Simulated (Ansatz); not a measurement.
# Changed inputs in constrained RPA: TcS2 (1T sheet), part 2 of 2

What does U in TcS2 (1T sheet) depend on besides the window?

Ansatz 0.2.0; constrained RPA on LDA, plane waves, PAW.

So far. Step 4 (Changed: accuracy high): On the Tc t2g shell, screening brings the on-site interaction from 14.1 eV down to U = 3.78 eV. Step 5 (Changed: accuracy low): On the Tc t2g shell, screening brings the on-site interaction from 14.1 eV down to U = 3.75 eV.

### Step 7. Changed: strain -3%

This step: constrained RPA on LDA, plane waves, PAW.

The cell differs from the one that the last finished run ended in (a 2.973 → 2.884 Å, b 2.973 → 2.884 Å).

Contents of input.yaml:

```yaml
crystal:
  lattice:
    - [0.0, 2.0390956171, 2.0390956171]
    - [2.0390956171, -2.0390956171, 0.0]
    - [17.09949059, 17.09949059, -17.09949059]
  atoms:
    - { symbol: Tc, position: [0.0, 0.0, 0.3192165679] }
    - { symbol: S, position: [0.3333333333, 0.6666666667, 0.3749194856] }
    - { symbol: S, position: [0.6666666667, 0.3333333333, 0.2635136502] }
  periodic: [true, true, false]
kpoints:
  mp_grid: { grid: [12, 12, 1] }
hamiltonian:
  xc: lda
scf:
  occupations: { method: gaussian, width: 0.08 }
  n_extra_bands: 19
  max_iter: 150
  lower_state_search: "off"
output:
  crpa:
    kmesh: [6, 6, 1]
    target_bands: [v8, c1]
    projections:
      - { species: Tc, l: d, shell: 4, orbitals: [dxz, dyz, dxy] }
      - { species: S, l: p, shell: 3 }
  local_orbitals:
    kmesh: [12, 12, 1]
    orbitals:
      - { species: Tc, l: d, shell: 4, orbitals: [dxz, dyz, dxy] }
      - { species: S, l: p, shell: 3 }
    window: { bands: [v8, c1] }
    seedname: lo
```

Launch:

```bash
ansatz run input.yaml --threads 8 --pin off --max-ram 14745MiB --backend cpu --events-out ev --progress --plain --runs-dir out
```

Numbers of over 12 decimals in the logs are rounded to 6 here.

What it wrote:

```text
[...]
Crystal: 3 atoms, lattice volume = 213.294 Å³
Basis set: ecut = 500 eV, 5327 PW (Γ)
Bands: 33, of which v1, the nominal top of the filled ones, is band 14 counted from 1 (13 counted from 0)
Symmetry: 12 space group operations
[...]
k-points: 19 of 144
[...]
screened: U = 3.6519 eV, U' = 2.8153 eV, J = 0.3367 eV
      screened, to within: U = 6.9e-3 eV, U' = 6.9e-3 eV, J = 8.0e-4 eV
      bare: V = 11.3789 eV, V' = 9.9124 eV, J = 0.5542 eV
    Site 2, 3P, 3 of 3 p orbitals (Wannier functions 7, 8, 9; wannier90's mr 1, 2, 3):
      screened: U = 3.6519 eV, U' = 2.8153 eV, J = 0.3367 eV
      screened, to within: U = 6.9e-3 eV, U' = 6.9e-3 eV, J = 8.0e-4 eV
      bare: V = 11.3789 eV, V' = 9.9124 eV, J = 0.5542 eV
[...]
[key lines of the parts left out:]
SCF converged after 9 iterations
Free energy (F): -7021.402049 eV
Fermi energy:    -5.183394 eV
```

Run time: 1.7 min. Hardware: 8 threads of Arm Neoverse V2, shared host; peak memory 2.6 GiB; 13 min of CPU time.

This step gave:

- U: 3.622 eV
- U prime (inter-orbital): 2.843 eV
- J: 0.3728 eV
- bare V: 13.56 eV
- bare J: 0.5259 eV
- stated bound on U: 0.006743 eV
- U over bare V: 0.2672
- electrons in the window: 15.00
- head of the constrained inverse dielectric matrix: 0.5766
- least eigenvalue of the projection's overlap: 0.2370
- target functions: 9
- bands in the sums: 30
- r.m.s. miss of the model bands: 0.009579 eV
- width of the target bands: 9.686 eV
- weight of the projected orbitals in the window: 0.9381

On the Tc t2g shell, screening brings the on-site interaction from 13.6 eV down to U = 3.62 eV.

### Step 8. Changed: potentials

Changes to input.yaml since step 7:

```diff
@@ -2,4 +2,4 @@
   lattice:
-    - [0.0, 2.0390956171, 2.0390956171]
-    - [2.0390956171, -2.0390956171, 0.0]
+    - [0.0, 2.10216043, 2.10216043]
+    - [2.10216043, -2.10216043, 0.0]
     - [17.09949059, 17.09949059, -17.09949059]
@@ -14,2 +14,3 @@
   xc: lda
+  pseudopotentials: { kind: paw, source: ansatz }
 scf:
@@ -26,8 +27 @@
       - { species: S, l: p, shell: 3 }
-  local_orbitals:
-    kmesh: [12, 12, 1]
-    orbitals:
-      - { species: Tc, l: d, shell: 4, orbitals: [dxz, dyz, dxy] }
-      - { species: S, l: p, shell: 3 }
-    window: { bands: [v8, c1] }
-    seedname: lo
```

What it wrote:

```text
[...]
Crystal: 3 atoms, lattice volume = 226.692 Å³
Basis set: ecut = 510 eV, 6049 PW (Γ)
Bands: 33, of which v1, the nominal top of the filled ones, is band 14 counted from 1 (13 counted from 0)
Symmetry: 12 space group operations
[...]
k-points: 19 of 144
[...]
screened: U = 3.5880 eV, U' = 2.7367 eV, J = 0.3324 eV
      screened, to within: U = 7.1e-3 eV, U' = 7.1e-3 eV, J = 8.8e-4 eV
      bare: V = 11.3779 eV, V' = 9.8784 eV, J = 0.5479 eV
    Site 2, 3P, 3 of 3 p orbitals (Wannier functions 7, 8, 9; wannier90's mr 1, 2, 3):
      screened: U = 3.5880 eV, U' = 2.7367 eV, J = 0.3324 eV
      screened, to within: U = 7.1e-3 eV, U' = 7.1e-3 eV, J = 8.8e-4 eV
      bare: V = 11.3779 eV, V' = 9.8784 eV, J = 0.5479 eV
[...]
[key lines of the parts left out:]
SCF converged after 8 iterations
Free energy (F): -7021.430173 eV
Fermi energy:    -5.317883 eV
```

It took 2.2 min on 8 threads; peak memory 2.7 GiB; 16 min of CPU time.

This step gave:

* U: 3.778 eV
* U prime (inter-orbital): 2.951 eV
* J: 0.3975 eV
* bare V: 14.06 eV
* bare J: 0.5522 eV
* stated bound on U: 0.007285 eV
* U over bare V: 0.2687
* electrons in the window: 15.00
* head of the constrained inverse dielectric matrix: 0.5595
* least eigenvalue of the projection's overlap: 0.2553
* target functions: 9
* bands in the sums: 30
* width of the target bands: 8.991 eV
* weight of the projected orbitals in the window: 0.9429

On the Tc t2g shell, screening brings the on-site interaction from 14.1 eV down to U = 3.78 eV.

### Step 9. Side by side

Times are wall times on 8 threads of Arm Neoverse V2, shared host, good to a factor of about two.

| run | bare V (eV) | U (eV) | J (eV) | bound on U (eV) | width (eV) | time |
| --- | --- | --- | --- | --- | --- | --- |
| target window | 14.06 | 3.777 | 0.397 | 0.0075 | 8.99 | 1.9 min |
| 9×9×1 mesh | 13.94 | 3.809 | 0.392 | 0.0075 | 8.99 | 7.3 min |
| accuracy high | 14.06 | 3.779 | 0.398 | 0.0007 | 8.99 | 3.3 min |
| accuracy low | 14.06 | 3.753 | 0.392 | 0.1006 | 8.99 | 58 s |
| strain -3% | 13.56 | 3.622 | 0.373 | 0.0067 | 9.69 | 1.7 min |
| potentials | 14.06 | 3.778 | 0.398 | 0.0073 | 8.99 | 2.2 min |

### Step 10. What came out

```json
{"target window": "U 3.78 eV, J 0.40 eV", "9×9×1 mesh": "U 3.81 eV, J 0.39 eV", "accuracy high": "U 3.78 eV, J 0.40 eV", "accuracy low": "U 3.75 eV, J 0.39 eV", "strain -3%": "U 3.62 eV, J 0.37 eV", "potentials": "U 3.78 eV, J 0.40 eV"}
```

What this shows: 9×9×1 mesh moves U by +0.03 eV at 3.8 times the time. Accuracy high moves U by +0.002 eV (within the solver's bounds, for the mean over orbitals). Accuracy low moves U by −0.02 eV (within the solver's bounds, for the mean over orbitals). Strain -3% moves U by −0.15 eV. Potentials moves U by +0.001 eV (within the solver's bounds, for the mean over orbitals). The printed bound covers the solver alone, not the mesh. The parent state is non-magnetic and the interaction static (zero frequency); U depends on the window and the orbitals, so it belongs to this model alone. A window that holds the anion p bands defines a model with explicit ligands; its U belongs to that model and is not the U of DFT+U.

[Paths, hosts, dates, memory and timing lines, banners, echoed tables and standing remarks are left out of the program output.]

[Logs are printed without paths, hosts, clocks, repeated set-up lines and the standing remarks that a program may print on its own settings, such as how far it seeks lower states.]

[Runs of the session that timed out or met a known fault of the program may be left out.]

[Hosts, paths, dates, database ids (printed as entryN), source tags and the programs' standing remarks are cut or masked in the printed files.]
